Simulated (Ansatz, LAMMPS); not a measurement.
# Site preference of a vacancy of Si in amorphous Si (114 atoms), part 2 of 3

Aim: make a vacancy of Si at several sites of amorphous Si (114 atoms), relax each, and compare their energies.

Ansatz 0.2.0; Kohn-Sham DFT, LDA, PAW (set soft_2), plane waves.

The cell: 114 Si. The quench rate of 10 K/ps far exceeds what a furnace or splat quench reaches. The starting topology of bonds comes from the classical model. Sampling is at Γ alone, for a cell whose shortest periodic width is 13 Å.

So far. Step 2 (Single point at the start): The r.m.s. force at the start is 0.59 eV/Å. Step 3 (Relaxation): The relaxation converged after 8 steps, 7.31 eV below its start, with a largest force component of 0.031 eV/Å.

## Step 5: Vacancy of Si, site Si18

The site has 3 bonded neighbours (Si3) at 2.31 Å on average, by cutoffs that count no bonds between two metal atoms or like ions. The change is made in the relaxed cell and the atoms are relaxed again.

input.yaml reads:

```yaml
crystal:
  lattice:
    - [13.2801, 0.0, 0.0]
    - [0.0, 13.2801, 0.0]
    - [0.0, 0.0, 13.2801]
  atoms:
    [... atom lines 1 to 14 left out ...]
    - { symbol: Si, position: [0.79876, 0.46337, 0.71107] }
    - { symbol: Si, position: [0.12182, 0.95174, 0.11397] }
    - { symbol: Si, position: [0.09615, 0.58856, 0.98091] }
    - { symbol: Si, position: [0.74876, 0.24252, 0.46815] }
    - { symbol: Si, position: [0.62251, 0.34326, 0.54805] }
    - { symbol: Si, position: [0.1956, 0.27541, 0.96546] }
    - { symbol: Si, position: [0.46821, 0.23614, 0.23564] }
    [... atom lines 22 to 113 left out ...]
kpoints:
  mp_grid: { grid: [1, 1, 1] }
hamiltonian:
  xc: lda
scf:
  occupations: { method: fermi_dirac, width: 0.025 }
output:
  forces: true
  eigenvalues: true
relax:
  f_tol: 0.05
  max_steps: 90
```

Launch:

```console
ansatz run input.yaml --threads 4 --pin off --max-ram 8192MiB --backend cpu --events-out ev --progress --plain --runs-dir out
```

Numbers of over 12 decimals in the logs are rounded to 6 here.

Output:

```text
[...]
Crystal: 113 atoms, lattice volume = 2342.092 Å³
Basis set: ecut = 420 eV, 45817 PW (Γ)
Bands: 339, of which v1, the nominal top of the filled ones, is band 226 counted from 1 (225 counted from 0)
Symmetry: 1 space group operations
[...]
k-points: 1
[...]
SCF iter   1: F=—  HF=-68751.133248 eV  |F-HF|=—  |Δ(HF+E_count)|=         —  Δρ=4.75e-3  dr2=1.30e0  ethr=1.77e-3  ⟨swp⟩=6.0  Hψ=1568  notcnv=0  defer=59
[...]
SCF iter   6: F=—  HF=-68750.914271 eV  |F-HF|=—  |Δ(HF+E_count)|=   3.33e-5  Δρ=2.17e-5  dr2=9.13e-5  ethr=7.90e-8  ⟨swp⟩=3.0  Hψ=454  notcnv=0  defer=95
SCF iter   7: F=-68750.914258 eV  HF=-68750.914264 eV  |F-HF|=6.18e-6  |Δ(HF+E_count)|=   7.36e-6  Δρ=7.12e-6  dr2=9.14e-6  ethr=1.38e-8  ⟨swp⟩=14.0  Hψ=1968  notcnv=0
SCF 1 converged in 7 iterations: F = -68750.914258 eV  dr2 = 9.14e-6
[...]
relax step   1: F+E_penalty+E_count = -68750.91425758 eV  Δ(F+E_penalty+E_count) = +0.000e0 eV  max|allowed force component| = 1.199e0 eV/Å  Δτ_max = 0.0000 Å  (7 SCF iters, dr2 threshold 6.25e-5 eV, accepted)
[...]
relax step   2: F+E_penalty+E_count = -68751.33278840 eV  Δ(F+E_penalty+E_count) = -4.185e-1 eV  max|allowed force component| = 6.514e-1 eV/Å  Δτ_max = 0.1970 Å  (6 SCF iters, dr2 threshold 8.99e-5 eV, accepted)
[...]
relax step   3: F+E_penalty+E_count = -68751.59045477 eV  Δ(F+E_penalty+E_count) = -2.577e-1 eV  max|allowed force component| = 2.625e-1 eV/Å  Δτ_max = 0.1958 Å  (6 SCF iters, dr2 threshold 2.65e-5 eV, accepted)
relax step   4: F+E_penalty+E_count = -68751.69310836 eV  Δ(F+E_penalty+E_count) = -1.027e-1 eV  max|allowed force component| = 1.515e-1 eV/Å  Δτ_max = 0.1910 Å  (6 SCF iters, dr2 threshold 1.12e-5 eV, accepted)
relax step   5: F+E_penalty+E_count = -68751.72179841 eV  Δ(F+E_penalty+E_count) = -2.869e-2 eV  max|allowed force component| = 1.086e-1 eV/Å  Δτ_max = 0.0728 Å  (6 SCF iters, dr2 threshold 3.73e-6 eV, accepted)
relax step   6: F+E_penalty+E_count = -68751.73513980 eV  Δ(F+E_penalty+E_count) = -1.334e-2 eV  max|allowed force component| = 5.834e-2 eV/Å  Δτ_max = 0.0853 Å  (6 SCF iters, dr2 threshold 3.93e-6 eV, accepted)
[...]
relax step   7: F+E_penalty+E_count = -68751.73925106 eV  Δ(F+E_penalty+E_count) = -4.111e-3 eV  max|allowed force component| = 3.214e-2 eV/Å  Δτ_max = 0.0347 Å  (6 SCF iters, accepted)
SCF converged after 6 iterations
Free energy (F): -68751.739251 eV
[...]
Internal energy: -68751.719295 eV  (E = F + TS)
E sigma→0 (E₀):  -68751.729273 eV
Entropy (-TS):   -0.019956 eV (-0.177 meV/atom)
Fermi energy:    5.879505 eV
[...]
Σ components = -68751.739251   (vs F -68751.739251, Δ=0.00e0)
--- Forces (eV/Å), atoms counted from 1 ---
  atom   1  Si    -0.00865946    -0.00353049    -0.00866415
  atom   2  Si    -0.00143854    -0.00856422    -0.00524597
  atom   3  Si    -0.00403171    -0.00067396     0.00051434
  atom   4  Si    -0.00542175     0.00010130     0.00159604
[...]
atom 113  Si     0.00172297    -0.00599761    -0.00305492
  max |Σ_I F_I| component: 9.22e-5 eV/Å
--- Band table (eV) ---
[...]
--- Relaxed structure (7 steps of the walk, 7 accepted, 0 SCFs on fresh bases) ---
  F+E_penalty+E_count = -68751.73925106 eV   max|allowed force component| = 3.214e-2 eV/Å
  atoms:
    - { symbol: Si, position: [0.258928, 0.132197, 0.643833] }
    - { symbol: Si, position: [0.578173, 0.660385, 0.105417] }
    - { symbol: Si, position: [0.252583, 0.439906, 0.689566] }
    - { symbol: Si, position: [0.519704, 0.077462, 0.695520] }
[...]
- { symbol: Si, position: [0.333882, 0.662033, 0.224819] }
```

It took 98 s on 4 threads of Intel Xeon Platinum 8559C (Emerald Rapids), shared host; peak memory 2.3 GiB; 6 min of CPU time.

The relaxation converged after 7 steps, 0.825 eV below its start, with a largest force component of 0.032 eV/Å.

The surroundings of the place of the removed atom, after relaxation: 11 atoms, nearest first, with positions taken from that point. Atoms keep their numbers of the cell before the removal, where the removed atom was number 18.

| atom | x | y | z | distance (Å) | bonds |
| --- | --- | --- | --- | --- | --- |
| Si30 | -0.26 | -0.20 | -1.72 | 1.75 | 4 |
| Si1 | 1.73 | 1.22 | -0.19 | 2.13 | 5 |
| Si54 | -1.93 | 0.75 | 1.36 | 2.48 | 4 |
| Si101 | 0.13 | 2.15 | 1.56 | 2.66 | 4 |
| Si81 | 3.01 | -0.20 | 1.30 | 3.29 | 4 |
| Si44 | -1.51 | -2.19 | -2.06 | 3.36 | 4 |
| Si67 | -3.65 | 0.28 | -0.34 | 3.68 | 4 |
| Si39 | -1.71 | 1.12 | -3.08 | 3.70 | 4 |
| Si113 | 1.35 | -0.84 | -3.34 | 3.70 | 4 |
| Si34 | -1.88 | -0.76 | 3.15 | 3.74 | 4 |
| Si88 | 2.80 | 0.73 | -2.38 | 3.75 | 4 |

The column of bonds counts only the pairs Si-Si within 2.93 Å; other neighbours, such as metal atoms beside each other in a compound, aren't counted, and periodic images can show an atom twice.

The largest move is 0.59 Å, by Si30.

## Step 6: Vacancy of Si, site Si15

The site has 5 bonded neighbours (Si5) at 2.56 Å on average. 

Input and log are left out; they have the form of those shown for this kind of step.

It took 86 s on 4 threads of Intel Xeon Platinum 8559C (Emerald Rapids), shared host; peak memory 2.3 GiB; 5.3 min of CPU time.

The relaxation converged after 6 steps, 1.37 eV below its start, with a largest force component of 0.041 eV/Å.

## Step 7: Vacancy of Si, site Si110

The site has 4 bonded neighbours (Si4) at 2.37 Å on average. 

Input and log are left out; they have the form of those shown for this kind of step.

Elapsed: 7.1 min, on 4 threads of Intel Xeon Platinum 8559C (Emerald Rapids), shared host; peak memory 2.3 GiB.

The relaxation converged after 30 steps, 3.80 eV below its start, with a largest force component of 0.045 eV/Å.

## Step 8: Vacancy of Si, site Si65

The site has 4 bonded neighbours (Si4) at 2.35 Å on average. 

Input and log are left out; they have the form of those shown for this kind of step.

Elapsed: 6.3 min, on 4 threads of Intel Xeon Platinum 8559C (Emerald Rapids), shared host; peak memory 2.3 GiB.

The relaxation converged after 27 steps, 4.23 eV below its start, with a largest force component of 0.028 eV/Å.

[end of part 2 of 3]

[Logs are printed without paths, hosts, clocks, repeated set-up lines and the standing remarks that a program may print on its own settings, such as how far it seeks lower states.]

[Hosts, paths, dates, database ids (printed as entryN), source tags and the programs' standing remarks are cut or masked in the printed files.]
